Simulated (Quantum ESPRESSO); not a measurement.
**CaC2 (R-3m): third-order response**

Which lines does CaC2 (R-3m) show in Raman and infrared spectra?

Method: DFT LDA, scalar-relativistic, plane waves, PseudoDojo norm-conserving pseudopotentials, in Quantum ESPRESSO 8.0 development, patched.

Report form: the programs' logs are mostly left out.

### 1. The structure

The structure is trigonal, space group R-3m (No. 166). Conventional cell: a = 3.889 Å, b = 3.889 Å, c = 11.862 Å, α = 90.00°, β = 90.00°, γ = 120.00°. Ca has 6 C at 2.62 Å nearest. Nearest to C lie 1 C at 1.26 Å and 3 Ca at 2.62 Å. Farther neighbours are not listed.

### 2. A first look

Before anything dear is run, a loose run with smearing shows whether this is a metal and how far the cell is from rest.

The input, probe.in:

```
&control
   calculation = 'scf'
   prefix = 'x'
   outdir = './tmp'
   pseudo_dir = './pseudo'
   tprnfor = .true.
   tstress = .true.
   verbosity = 'high'
/
&system
   ibrav = 0
   nat = 3
   ntyp = 2
   ecutwfc = 82.0
   occupations = 'smearing'
   smearing = 'gaussian'
   degauss = 0.01
/
&electrons
   conv_thr = 1.0d-07
   mixing_beta = 0.7
   electron_maxstep = 100
/
ATOMIC_SPECIES
 Ca     40.0780  Ca.upf
 C      12.0110  C.upf
CELL_PARAMETERS angstrom
     1.944397980    1.122598700    3.953874780
    -1.944397980    1.122598700    3.953874780
     0.000000000   -2.245197400    3.953874780
ATOMIC_POSITIONS crystal
 Ca     0.000000000   0.000000000   0.000000000
 C      0.552915000   0.552915000   0.552915000
 C      0.447085000   0.447085000   0.447085000
K_POINTS automatic
 6 6 6 0 0 0
```

Run with:

```sh
$ OMP_NUM_THREADS=1 mpirun -n 4 pw.x -nk 4 -in probe.in > probe.out
```

Wall time 7.2 s (4 MPI ranks of Intel Xeon Platinum 8488C (Sapphire Rapids), shared host).

This step gave:

```
volume per atom   : 17.26 Å³
pressure          : -5.164 GPa
gap on the k-mesh : 2.538 eV
```

A gap of 2.5 eV opens on this mesh, so the crystal is taken as an insulator; the start stands at -5.2 GPa.

### 3. Relaxing the cell and atoms

The relaxation runs at a cutoff a fifth above that of the response, since stress converges more slowly with the basis than frequencies do. Forces and stress are brought to rest with tight thresholds.

The input, relax.in:

```
&control
   calculation = 'vc-relax'
   prefix = 'x'
   outdir = './tmp'
   pseudo_dir = './pseudo'
   tprnfor = .true.
   tstress = .true.
   forc_conv_thr = 2.0d-05
   etot_conv_thr = 1.0d-07
   nstep = 40
/
&system
   ibrav = 0
   nat = 3
   ntyp = 2
   ecutwfc = 98
   occupations = 'fixed'
   nbnd = 11
/
&electrons
   conv_thr = 1.0d-11
   mixing_beta = 0.7
   electron_maxstep = 100
/
&ions
/
&cell
   press_conv_thr = 0.2
/
ATOMIC_SPECIES
 Ca     40.0780  Ca.upf
 C      12.0110  C.upf
CELL_PARAMETERS angstrom
     1.944397980    1.122598700    3.953874780
    -1.944397980    1.122598700    3.953874780
     0.000000000   -2.245197400    3.953874780
ATOMIC_POSITIONS crystal
 Ca     0.000000000   0.000000000   0.000000000
 C      0.552915000   0.552915000   0.552915000
 C      0.447085000   0.447085000   0.447085000
K_POINTS automatic
 6 6 6 0 0 0
```

Run with:

```sh
$ OMP_NUM_THREADS=1 mpirun -n 4 pw.x -nk 4 -in relax.in > relax.out
```

Run time: 91 s. Hardware: 4 MPI ranks; 6 min of CPU time.

Relaxation path:

```tsv
step	energy less that of the first step (eV)	largest force (eV/Å)	pressure (GPa)	volume (Å³)
1	0.0000	0.2081	-5.11	51.78
2	-0.0247	1.3718	-2.05	50.45
3	-0.0689	0.1341	0.96	46.67
4	-0.0716	0.0172	-0.13	47.51
5	-0.0716	0.0026	0.00	47.44
6	-0.0716	0.0019	0.00	47.43
7	-0.0716	0.0015	0.01	47.43
8	-0.0716	0.0011	0.01	47.43
9	-0.0717	0.0006	0.00	47.43
10	-0.0717	0.0001	0.00	47.43
11	-0.0716	0.0001	0.00	47.43
```

```tsv
conventional cell, symmetrised	before	after	change
a (Å)	3.889	3.769	-3.1 %
b (Å)	3.889	3.769	-3.1 %
c (Å)	11.862	11.567	-2.5 %
volume (Å³/atom)	17.26	15.81	-8.4 %
```

The atoms that moved most (Å, as changes of fractional coordinates times the final cell):

```tsv
atom	dx	dy	dz	length
C3	0.000	0.000	-0.012	0.012
C2	0.000	0.000	0.012	0.012
```

The relaxed structure:

```xyz
3
Lattice="1.8844 1.0880 3.8558 -1.8844 1.0880 3.8558 0.0000 -2.1760 3.8558" Properties=species:S:1:pos:R:3 pbc="T T T"
Ca    0.0000    0.0000    0.0000
C     0.0000    0.0000    6.4075
C     0.0000    0.0000    5.1600
```

The last row of the table of steps is pw.x's closing run on a basis chosen anew for the final cell, so its energy can jump.

This step gave:

```
volume per atom   : 15.81 Å³
pressure          : 0.003000 GPa
gap on the k-mesh : 2.393 eV
```

The volume changes by -8.4 % from the cell with which this run began.

### 4. Ground state

Perturbation theory inherits every error of the wavefunctions, so the threshold is set near the limit of the arithmetic. With a gap, occupations are fixed, which also allows the response to an electric field.

The input, scf.in:

```
&control
   calculation = 'scf'
   prefix = 'x'
   outdir = './tmp'
   pseudo_dir = './pseudo'
   tprnfor = .true.
   tstress = .true.
/
&system
   ibrav = 0
   nat = 3
   ntyp = 2
   ecutwfc = 82.0
   occupations = 'fixed'
   nbnd = 11
/
&electrons
   conv_thr = 1.0d-12
   mixing_beta = 0.7
   electron_maxstep = 100
/
ATOMIC_SPECIES
 Ca     40.0780  Ca.upf
 C      12.0110  C.upf
CELL_PARAMETERS angstrom
     1.884449778    1.087987586    3.855832569
    -1.884449778    1.087987586    3.855832569
     0.000000000   -2.175975173    3.855832569
ATOMIC_POSITIONS crystal
 Ca     0.000000000   0.000000000   0.000000000
 C      0.553919624   0.553919624   0.553919624
 C      0.446080376   0.446080376   0.446080376
K_POINTS automatic
 6 6 6 0 0 0
```

Run with:

```sh
$ OMP_NUM_THREADS=1 mpirun -n 4 pw.x -nk 4 -in scf.in > scf.out
```

It took 9.8 s on 4 MPI ranks; 38 s of CPU time.

This step gave:

- pressure: -0.05733 GPa

The cell stands at -0.057 GPa, close enough for phonons.

### 5. Zone-centre response

At q = 0 one unit cell holds all displacements; symmetry groups them into irreducible representations that are solved one by one. The response to a field gives ε∞ and the Born charges, which polar modes need. Third-order response adds the Raman tensors.

The input, ph.in:

```
phonons
&inputph
   prefix = 'x'
   outdir = './tmp'
   fildyn = 'g.dyn'
   tr2_ph = 1.0d-18
   epsil = .true.
   lraman = .true.
   elop = .true.
/
0.000000000000 0.000000000000 0.000000000000
```

Run with:

```sh
$ OMP_NUM_THREADS=1 mpirun -n 4 ph.x -nk 4 -in ph.in > ph.out
```

Wall time 8.5 min (4 MPI ranks).

Read from the output:

```
miss of the charge sum rule                                       : 0.001090 e
largest acoustic frequency at the zone centre before the sum rule : 1.36 cm⁻¹
highest optical zone-centre mode (no LO-TO term)                  : 1928 cm⁻¹
lowest optical zone-centre mode                                   : 243.2 cm⁻¹
mean high-frequency dielectric constant                           : 4.012
largest Born charge in size (third of the trace)                  : 2.360 e
```

Born charge (rows field, columns displacement), before the sum rule (e), principal values of the symmetric part by kind of site:

```tsv
atom	atoms with these values	low	middle	high	mean
Ca1	1	2.32	2.32	2.45	2.36
C2	2	-1.22	-1.16	-1.16	-1.18
```

In full for C2:

```
-1.16  0.00  0.00
 0.00 -1.16  0.00
 0.00  0.00 -1.22
```

High-frequency dielectric tensor:

```
3.60 0.00 0.00
0.00 3.60 0.00
0.00 0.00 4.84
```

The acoustic modes at Γ come out as far as 1.4 cm⁻¹ from zero, where they should vanish, a small numerical error; the Born charges miss their sum rule by 0.0011 e, which is good.

### 6. Modes with the sum rule

A rigid shift of the crystal must cost nothing, but grids and finite bases break this; the acoustic sum rule is imposed before the matrix is diagonalised again. With Born charges the intensities follow, and the static dielectric tensor.

The input, dynmat.in:

```
&input
   fildyn = 'g.dyn'
   asr = 'crystal'
   fileig = 'dynmat.eig'
   lperm = .true.
/
```

Run with:

```sh
$ dynmat.x -in dynmat.in > dynmat.out
```

Run time: 0.66 s. Hardware: 1 thread.

This step gave:

- mean static dielectric constant: 9.267

Unit eigenvectors of the mass-weighted matrix after the sum rule; no LO-TO term. The modes at Γ (shares of kinetic energy by element, %):

```tsv
mode	frequency (cm⁻¹)	symmetry	Ca %	C %
1	0.0	acoustic	63	37
2	0.0	acoustic	63	37
3	0.0	acoustic	63	37
4	243.2	A2u	37	63
5	267.6	Eg	0	100
6	267.6	Eg	0	100
7	290.8	Eu	37	63
8	290.8	Eu	37	63
9	1927.7	A1g	0	100
```

Displacements in mode 4 (243.2 cm⁻¹), the largest set to 1:
```
Ca1  0.00  0.00  0.60
C2   0.00  0.00 -1.00
C3   0.00  0.00 -1.00
```

Displacements in mode 8 (290.8 cm⁻¹), the largest set to 1:
```
Ca1 -0.25  0.60  0.00
C2   0.42 -1.00  0.00
C3   0.42 -1.00  0.00
```

Degenerate modes summed, no LO-TO term. Infrared lines, with heights relative to the strongest:

```tsv
position (cm⁻¹)	lines merged	label	IR intensity, relative
243	1	A2u	56
268	2	Eg	0.0
291	2	Eu	100
1928	1	A1g	0.0
```

Degenerate modes summed. Lines of the Raman spectrum (strongest = 100):

```tsv
position (cm⁻¹)	lines merged	label	Raman activity, relative
243	1	A2u	0.0
268	2	Eg	3.5
291	2	Eu	0.0
1928	1	A1g	100
```

Static dielectric tensor (ions relaxed, fixed cell):

```
 7.98  0.00  0.00
 0.00  7.98  0.00
 0.00  0.00 11.84
```

The rule moves no optical mode by more than 0.1 cm⁻¹.

### 7. Sum rules set otherwise: a sum rule for molecules or wires on a crystal

This rule also removes rotations, which suits wires and not a crystal; it is tried to see the harm.

The input, dynmat.in:

```
&input
   fildyn = 'g.dyn'
   asr = 'one-dim'
   fileig = 'dynmat.eig'
   lperm = .true.
/
```

Run with:

```sh
$ dynmat.x -in dynmat.in > dynmat.out
```

Wall time 0.63 s (1 thread).

The run ended normally, but on settings that are not sound.

The fault: a sum rule for molecules or wires on a crystal; 1 optical mode is projected out to zero frequency, as if it were a rotation, and the static dielectric tensor is spoilt.

For a crystal the rule has to be 'simple' or 'crystal'.

Zone-centre frequencies as printed; negative means imaginary. Modes:

```tsv
mode	frequency (cm⁻¹)
1	0
2	0
3	0
4	0
5	243.2
6	267.6
7	267.6
8	290.8
9	1928
```

### 8. Sum rules set otherwise (asr simple)

The rule can be imposed in more than one way; the choices should agree where the raw error is small.

The input, dynmat.in:

```
&input
   fildyn = 'g.dyn'
   asr = 'simple'
   fileig = 'dynmat.eig'
   lperm = .true.
/
```

Run with:

```sh
$ dynmat.x -in dynmat.in > dynmat.out
```

It took 0.62 s on 1 thread.

Zone-centre frequencies as printed; negative means imaginary. Modes:

```tsv
mode	frequency (cm⁻¹)
1	0
2	0
3	0
4	243.2
5	267.6
6	267.6
7	290.8
8	290.8
9	1928
```

Against the first rule no mode moves by more than 0.1 cm⁻¹.

### 9. Modes along a direction of q (1 0 0)

A longitudinal polar mode sets up a macroscopic field that stiffens it; the term hangs on the direction from which q goes to zero.

The input, dynmat.in:

```
&input
   fildyn = 'g.dyn'
   asr = 'crystal'
   fileig = 'dynmat.eig'
   q(1) = 1.0
   q(2) = 0.0
   q(3) = 0.0
/
```

Run with:

```sh
$ dynmat.x -in dynmat.in > dynmat.out
```

The job ended after 0.63 s (1 thread).

Numbers from this step:

```yaml
highest_mode_moved_by_the_lo_to_term: 433.1 cm⁻¹
```

Zone-centre frequencies as printed; negative means imaginary. Modes:

```tsv
mode	frequency (cm⁻¹)
1	0
2	0
3	0
4	243.2
5	267.6
6	267.6
7	290.8
8	433.1
9	1928
```

The field moves one mode, from 291 to 433 cm⁻¹; the others stay.

### 10. The LO-TO splitting (0 0 1)

The input, dynmat.in:

```
&input
   fildyn = 'g.dyn'
   asr = 'crystal'
   fileig = 'dynmat.eig'
   q(1) = 0.0
   q(2) = 0.0
   q(3) = 1.0
/
```

Run with:

```sh
$ dynmat.x -in dynmat.in > dynmat.out
```

Wall time 0.63 s (1 thread).

Read from the output:

- highest mode moved by the LO-TO term: 380.5 cm⁻¹

Zone-centre frequencies as printed; negative means imaginary. Modes:

```tsv
mode	frequency (cm⁻¹)
1	0
2	0
3	0
4	267.6
5	267.6
6	290.8
7	290.8
8	380.5
9	1928
```

The field moves one mode, from 243 to 380 cm⁻¹; the others stay.

### 11. The LO-TO splitting (1 1 1)

The input, dynmat.in:

```
&input
   fildyn = 'g.dyn'
   asr = 'crystal'
   fileig = 'dynmat.eig'
   q(1) = 1.0
   q(2) = 1.0
   q(3) = 1.0
/
```

Run with:

```sh
$ dynmat.x -in dynmat.in > dynmat.out
```

Run time: 0.63 s. Hardware: 1 thread.

Numbers from this step:

| Property | Result |
| --- | --- |
| highest mode moved by the LO-TO term | 415.8 cm⁻¹ |

Zone-centre frequencies as printed; negative means imaginary. Modes:

```tsv
mode	frequency (cm⁻¹)
1	0
2	0
3	0
4	258.6
5	267.6
6	267.6
7	290.8
8	415.8
9	1928
```

The field moves 2 modes; the highest of them now lies at 416 cm⁻¹, where the highest that moved away lay at 291.

### 12. Outcome

```yaml
space_group_after_relaxation: R-3m
volume_per_atom: 15.8 Å³
gap_on_the_k_mesh: 2.39 eV
highest_optical_zone_centre_mode_no_lo_to_term: 1928 cm⁻¹
lowest_optical_zone_centre_mode: 243.2 cm⁻¹
highest_mode_moved_by_the_lo_to_term: 433.1 cm⁻¹
mean_high_frequency_dielectric_constant: 4.01
largest_born_charge_in_size_third_of_the_trace: 2.36 e
mean_static_dielectric_constant: 9.27
imaginary_optical_modes_at_the_zone_centre_no_q_mesh_in_this_session: none
```

**Reading.** The largest Raman activity of CaC2 (R-3m) lies at 1928 cm⁻¹ and the strongest infrared line at 291 cm⁻¹ (transverse modes). At the LDA level the optical modes of CaC2 (R-3m) at the zone centre (no LO-TO term) run from 243 to 1928 cm⁻¹. Along the directions run, the highest mode that the macroscopic field moves lies at 433 cm⁻¹. Lattice motion raises the mean dielectric constant from 4.012 to 9.267. The Raman intensities rest on static tensors of the transverse modes; green light lies near or above this gap, where resonance changes them. Of the 6 optical modes, 3 are infrared active alone and 3 are Raman active alone; inversion symmetry keeps the two sets apart. These are harmonic frequencies at zero temperature: anharmonic shifts and linewidths and thermal expansion are left out. The build is a development version in which the Raman tensors of release 7.5 are mended; dynmat.x leaves out the electro-optic term of LO lines. The structure comes from a database and need not be the phase that is stable at ambient conditions.

[Host names and launcher messages were left out of these logs when they were recorded.]

[Logs are printed without paths, hosts, clocks, repeated set-up lines and the standing remarks that a program may print on its own settings, such as how far it seeks lower states.]

[Hosts, paths, dates, database ids (printed as entryN), source tags and the programs' standing remarks are cut or masked in the printed files.]
